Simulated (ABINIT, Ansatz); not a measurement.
**A GW chain in ABINIT: KNaMg2F6 (P4/mmm)**

How does a plane-wave GW calculation on KNaMg2F6 (P4/mmm) run from the first input to the gap?

Program: ABINIT 10.8.3. Level of theory: LDA and many-body steps on it, plane waves. Results are calculated unless marked as measured.

Most raw output is cut from this account.

**1. The starting structure**

It takes space group P4/mmm (No. 123, tetragonal). The conventional cell has a = 4.008 Å, b = 4.008 Å, c = 7.995 Å, α = 90.00°, β = 90.00°, γ = 90.00°. Nearest to K lie 12 F at 2.83 to 2.87 Å. Nearest to Na lie 12 F at 2.79 to 2.83 Å. Mg has 6 F at 1.97 to 2.03 Å nearest. Nearest to F lie 2 Mg at 2.00 Å and 2 Na at 2.79 Å and 2 K at 2.87 Å. Nearest to F lie 2 Mg at 1.97 Å and 4 Na at 2.83 Å. F has 2 Mg at 2.03 Å and 4 K at 2.83 Å nearest. Farther neighbours and most contacts between anions are not listed.

The cell and positions are those that the Materials Project relaxed with its own functionals (PBE, PBE+U or r2SCAN), kept fixed.

**2. Ground state**

This step: ABINIT 10.8.3; DFT, LDA, plane waves, norm-conserving pseudopotentials.

The ground-state density comes first.

File run.abi:

```
acell 3*1.0 Angstrom
rprim 
  4.007581000000 0.000000000000 0.000000000000
  0.000000000000 4.007581000000 0.000000000000
  0.000000000000 0.000000000000 7.994870000000
ntypat 4
znucl 19 11 12 9
natom 10
typat 1 2 3 3 4 4 4 4 4 4
xred 
  0.500000000000 0.500000000000 0.500000000000
  0.500000000000 0.500000000000 0.000000000000
  0.000000000000 0.000000000000 0.246633000000
  0.000000000000 0.000000000000 0.753367000000
  0.500000000000 0.000000000000 0.243520000000
  0.500000000000 0.000000000000 0.756480000000
  0.000000000000 0.500000000000 0.756480000000
  0.000000000000 0.500000000000 0.243520000000
  0.000000000000 0.000000000000 0.000000000000
  0.000000000000 0.000000000000 0.500000000000
pp_dirpath "pseudos"
pseudos "K.upf, Na.upf, Mg.upf, F.upf"
ecut 38
ngkpt 6 6 4
nshiftk 1
shiftk 0 0 0
kptopt 1
chksymbreak 0
nband 49
occopt 1
tolvrs 1e-10
nstep 60
prtwf 0
optforces 0
optstress 0
indata_prefix "in"
outdata_prefix "out"
tmpdata_prefix "tmp"
```

Started as:

```sh
$ OMP_NUM_THREADS=1 mpirun -n 4 abinit run.abi > log
```

Elapsed: 6 min, on 4 MPI ranks of Intel Xeon 6975P-C (Granite Rapids), shared host; peak memory 0.68 GiB; 24 min of CPU time.

This step gave:

```
total energy               : -9312.9900 eV
gap                        : 6.084 eV
k of the valence top       : 0.5, 0.5, 0
k of the conduction bottom : 0, 0, 0
least direct gap           : 6.484 eV
```

The gap is indirect, with the least direct gap 0.40 eV higher.

**3. Bands along the symmetry lines**

The cheap functional maps the bands first; the places of the edges decide which points the dearer methods must see.

run.abi, as its differences from that of step 2:

```diff
@@ -23,14 +23,53 @@
 ecut 38
-ngkpt 6 6 4
-nshiftk 1
-shiftk 0 0 0
-kptopt 1
-chksymbreak 0
-nband 49
-occopt 1
-tolvrs 1e-10
-nstep 60
+iscf -2
+irdden 1
+kptopt 0
+nkpt 39
+kpt 
+  0.00000000 0.00000000 0.00000000
+  0.00000000 0.12500000 0.00000000
+  0.00000000 0.25000000 0.00000000
+  0.00000000 0.37500000 0.00000000
+  0.00000000 0.50000000 0.00000000
+  0.12500000 0.50000000 0.00000000
+  0.25000000 0.50000000 0.00000000
+  0.37500000 0.50000000 0.00000000
+  0.50000000 0.50000000 0.00000000
+  0.37500000 0.37500000 0.00000000
+  0.25000000 0.25000000 0.00000000
+  0.12500000 0.12500000 0.00000000
+  0.00000000 0.00000000 0.00000000
+  0.00000000 0.00000000 0.12500000
+  0.00000000 0.00000000 0.25000000
+  0.00000000 0.00000000 0.37500000
+  0.00000000 0.00000000 0.50000000
+  0.00000000 0.12500000 0.50000000
+  0.00000000 0.25000000 0.50000000
+  0.00000000 0.37500000 0.50000000
+  0.00000000 0.50000000 0.50000000
+  0.12500000 0.50000000 0.50000000
+  0.25000000 0.50000000 0.50000000
+  0.37500000 0.50000000 0.50000000
+  0.50000000 0.50000000 0.50000000
+  0.37500000 0.37500000 0.50000000
+  0.25000000 0.25000000 0.50000000
+  0.12500000 0.12500000 0.50000000
+  0.00000000 0.00000000 0.50000000
+  0.00000000 0.50000000 0.00000000
+  0.00000000 0.50000000 0.12500000
+  0.00000000 0.50000000 0.25000000
+  0.00000000 0.50000000 0.37500000
+  0.00000000 0.50000000 0.50000000
+  0.50000000 0.50000000 0.00000000
+  0.50000000 0.50000000 0.12500000
+  0.50000000 0.50000000 0.25000000
+  0.50000000 0.50000000 0.37500000
+  0.50000000 0.50000000 0.50000000
+istwfk *1
+nband 47
+nbdbuf 2
+tolwfr 1e-08
+nstep 40
 prtwf 0
-optforces 0
-optstress 0
+prtvol 0
 indata_prefix "in"
```

Run time: 3.5 min. Hardware: 4 MPI ranks; peak memory 0.67 GiB.

This step gave:

- gap: 6.084 eV
- k of the valence top: 0.5, 0.5, 0
- k of the conduction bottom: 0, 0, 0
- least direct gap: 6.484 eV

The gap is 6.084 eV, as in the run before at this level.

Electronic bands along the path, in eV, zero at the top of the highest filled band:

| point | band 37 | band 38 | band 39 | band 40 | band 41 | band 42 | band 43 | band 44 |
| --- | --- | --- | --- | --- | --- | --- | --- | --- |
| Γ | -0.53 | -0.40 | -0.40 | -0.40 | 6.08 | 9.03 | 9.33 | 10.00 |
| halfway | -0.70 | -0.47 | -0.47 | -0.27 | 7.04 | 9.65 | 9.87 | 10.42 |
| X | -0.85 | -0.53 | -0.50 | -0.01 | 8.84 | 9.29 | 10.74 | 10.93 |
| halfway | -0.32 | -0.29 | -0.29 | 0.00 | 9.30 | 9.87 | 10.78 | 10.79 |
| M | -0.03 | -0.01 | 0.00 | 0.00 | 10.01 | 10.15 | 10.61 | 10.61 |
| halfway | -0.38 | -0.37 | -0.35 | -0.21 | 7.80 | 9.99 | 10.14 | 10.96 |
| Γ | -0.53 | -0.40 | -0.40 | -0.40 | 6.08 | 9.03 | 9.33 | 10.00 |
| halfway | -0.51 | -0.51 | -0.43 | -0.43 | 6.33 | 8.19 | 9.77 | 10.03 |
| Z | -0.50 | -0.50 | -0.46 | -0.46 | 6.78 | 7.48 | 9.90 | 10.06 |
| halfway | -0.63 | -0.60 | -0.40 | -0.28 | 7.50 | 8.34 | 10.45 | 10.60 |
| R | -0.63 | -0.62 | -0.37 | -0.19 | 9.13 | 9.47 | 9.93 | 10.39 |
| halfway | -0.39 | -0.31 | -0.26 | -0.17 | 9.34 | 9.86 | 10.31 | 10.55 |
| A | -0.26 | -0.26 | -0.02 | -0.02 | 10.05 | 10.17 | 10.30 | 10.30 |
| halfway | -0.38 | -0.34 | -0.31 | -0.26 | 8.07 | 8.98 | 10.81 | 11.14 |
| Z | -0.50 | -0.50 | -0.46 | -0.46 | 6.78 | 7.48 | 9.90 | 10.06 |
| jump to X | -0.85 | -0.53 | -0.50 | -0.01 | 8.84 | 9.29 | 10.74 | 10.93 |
| halfway | -0.58 | -0.57 | -0.55 | -0.07 | 8.95 | 9.37 | 10.33 | 10.62 |
| R | -0.63 | -0.62 | -0.37 | -0.19 | 9.13 | 9.47 | 9.93 | 10.39 |
| jump to M | -0.03 | -0.01 | 0.00 | 0.00 | 10.01 | 10.15 | 10.61 | 10.61 |
| halfway | -0.08 | -0.08 | -0.02 | -0.01 | 10.03 | 10.16 | 10.41 | 10.41 |
| A | -0.26 | -0.26 | -0.02 | -0.02 | 10.05 | 10.17 | 10.30 | 10.30 |

**4. Empty states on the mesh, 2×2×1 mesh, 112 bands**

The sums over transitions need many empty states on a uniform mesh; this step solves for them.

File run.abi:

```
acell 3*1.0 Angstrom
rprim 
  4.007581000000 0.000000000000 0.000000000000
  0.000000000000 4.007581000000 0.000000000000
  0.000000000000 0.000000000000 7.994870000000
ntypat 4
znucl 19 11 12 9
natom 10
typat 1 2 3 3 4 4 4 4 4 4
xred 
  0.500000000000 0.500000000000 0.500000000000
  0.500000000000 0.500000000000 0.000000000000
  0.000000000000 0.000000000000 0.246633000000
  0.000000000000 0.000000000000 0.753367000000
  0.500000000000 0.000000000000 0.243520000000
  0.500000000000 0.000000000000 0.756480000000
  0.000000000000 0.500000000000 0.756480000000
  0.000000000000 0.500000000000 0.243520000000
  0.000000000000 0.000000000000 0.000000000000
  0.000000000000 0.000000000000 0.500000000000
pp_dirpath "pseudos"
pseudos "K.upf, Na.upf, Mg.upf, F.upf"
ecut 38
ngkpt 2 2 1
nshiftk 1
shiftk 0 0 0
kptopt 1
chksymbreak 0
iscf -2
irdden 1
istwfk *1
nband 112
nbdbuf 10
tolwfr 1e-09
nstep 60
prtvol 0
indata_prefix "in"
outdata_prefix "out"
tmpdata_prefix "tmp"
```

It took 53 s on 4 MPI ranks; peak memory 0.46 GiB.

Numbers from this step:

```yaml
gap: 6.084 eV
k_of_the_valence_top: 0.5, 0.5, 0
k_of_the_conduction_bottom: 0, 0, 0
least_direct_gap: 6.484 eV
k_points_computed: 3
lowest_point_of_the_top_converged_band_above_the_valence_top: 34.57 eV
```

On this mesh the gap is 6.084 eV.

**5. Screening, 2×2×1 mesh, 102 bands, screening to 98 eV**

The RPA dielectric matrix is built and inverted for each q.

This step: RPA screening on LDA, plane waves, norm-conserving pseudopotentials.

run.abi, as its differences from that of step 4:

```diff
@@ -28,10 +28,11 @@
 chksymbreak 0
-iscf -2
-irdden 1
 istwfk *1
-nband 112
-nbdbuf 10
-tolwfr 1e-09
-nstep 60
-prtvol 0
+occopt 1
+irdwfk 1
+optdriver 3
+nband 102
+ecuteps 3.6
+inclvkb 2
+awtr 1
+symchi 1
 indata_prefix "in"
```

Wall time 46 s (4 MPI ranks); peak memory 1.3 GiB; 3.1 min of CPU time.

Numbers from this step:

- ε∞ with local fields, on this mesh, along the program's q direction: 1.970
- the same without local fields: 2.062
- plasma frequency: 29.31 eV
- plane waves in the screening matrix: 297

Local fields lower ε∞ by 4 %. On a Γ-centred mesh this coarse the value itself is usually too large, while a short band sum pulls it down.

**6. Self-energy, 2×2×1 mesh, 102 bands, screening to 98 eV**

The self-energy is evaluated for the states that the input lists, and the levels follow from it, in one-shot runs by the linearised quasiparticle equation.

This step: G0W0 on LDA, plane waves, norm-conserving pseudopotentials.

run.abi, as its differences from that of step 5:

```diff
@@ -31,8 +31,17 @@
 irdwfk 1
-optdriver 3
+optdriver 4
 nband 102
+gwcalctyp 0
+ecutsigx 38
+symsigma 1
+nkptgw 2
+kptgw 
+  0.5000000000 0.5000000000 0.0000000000
+  0.0000000000 0.0000000000 0.0000000000
+bdgw 
+  39 42
+  38 42
 ecuteps 3.6
-inclvkb 2
-awtr 1
-symchi 1
+irdscr 1
+ppmodel 1
 indata_prefix "in"
```

The job ended after 12 s (4 MPI ranks; peak memory 1 GiB).

This step gave:

| Item | Value |
| --- | --- |
| G0W0 gap on the points computed | 10.77 eV |
| starting gap on the mesh | 6.084 eV |
| k of the valence top | 0.5, 0.5, 0 |
| k of the conduction bottom | 0, 0, 0 |
| Z at the valence top | 0.82 |
| Z at the conduction bottom | 0.896 |
| least direct G0W0 gap on the computed points | 11.20 eV |

The gap on the mesh goes from 6.08 eV to 10.77 eV, a correction of +4.68 eV.

Limits: finite bands, cutoff and mesh; coarse k mesh. v1 is the top filled band, c1 the lowest empty one. The levels before and after the correction (eV, zero at the valence-band top of each column):

|  | conduction bottom | valence top |
| --- | --- | --- |
| Kohn-Sham | 6.08 | 0.00 |
| G0W0 | 10.77 | 0.00 |

|  | level | energy (eV) |
| --- | --- | --- |
| Kohn-Sham | (0.5 0.5 0) v2-v1 | 0.000 |
| Kohn-Sham | (0.5 0.5 0) c1 | 10.008 |
| Kohn-Sham | (0.5 0.5 0) c2 | 10.151 |
| Kohn-Sham | Γ v3-v1 | -0.402 |
| Kohn-Sham | Γ c1 | 6.084 |
| Kohn-Sham | Γ c2 | 9.025 |
| G0W0 | (0.5 0.5 0) v2-v1 | 0.000 |
| G0W0 | (0.5 0.5 0) c1 | 15.030 |
| G0W0 | (0.5 0.5 0) c2 | 15.682 |
| G0W0 | Γ v3-v1 | -0.435 |
| G0W0 | Γ c1 | 10.769 |
| G0W0 | Γ c2 | 14.038 |

**7. Where the time went**

Times are wall times on 4 MPI ranks of Intel Xeon 6975P-C (Granite Rapids), shared host, good to a factor of about two.

| step | time | share | memory (GiB) |
| --- | --- | --- | --- |
| ground state | 6 min | 53 % | 0.68 |
| bands along the symmetry lines | 3.5 min | 31 % | 0.67 |
| empty states on the mesh | 53 s | 8 % | 0.46 |
| screening | 46 s | 7 % | 1.3 |
| self-energy | 12 s | 2 % | 1.0 |

**8. Outcome**

| Quantity | Value |
| --- | --- |
| LDA gap | 6.08 eV, indirect |
| G0W0 gap on the mesh | 10.77 eV |
| GW settings | 2×2×1 mesh, 102 bands, screening to 98 eV, Godby-Needs plasmon pole |
| known limits | not at the basis limit; coarse k mesh |

What this shows: G0W0 moves the gap on the mesh from 6.08 eV to 10.77 eV (+4.68 eV), with Z of 0.82 and 0.90 at the edges. Local fields lower the RPA ε∞ on this mesh from 2.06 to 1.97; a Γ-centred mesh this coarse tends to raise both, most where the direct gap is narrow, while a short band sum lowers them. Only 2 of the mesh's irreducible points were corrected, so a valley elsewhere could overtake. The dearest step here is «ground state». Bands and cutoff are finite, so the gap is not at the basis limit. The miss can reach some tenths of an eV and take either sign; the mesh is an error of its own. In the G0W0 run levels were corrected at 2 k points alone, so a gap called «on the mesh» is the least over those, and an edge elsewhere would be missed. The 2×2×1 mesh is coarse for this cell, which bears on the long-range parts of exchange and screening.

[Paths, hosts, dates, memory and timing lines, banners, echoed tables and standing remarks are left out of the program output.]

[Logs are printed without paths, hosts, clocks, repeated set-up lines and the standing remarks that a program may print on its own settings, such as how far it seeks lower states.]

[Runs of the session that timed out or met a known fault of the program may be left out.]

[Hosts, paths, dates, database ids (printed as entryN), source tags and the programs' standing remarks are cut or masked in the printed files.]

[G0W0 gaps are taken among the corrected bands and points alone; a level outside them can change the order at an edge.]

[Where Ansatz stands beside ABINIT at settings called matched, ABINIT's density can come from a denser mesh and the files from another edition; pairs whose starting gaps differed by over 0.03 eV were left out, so agreement reads better than it is.]
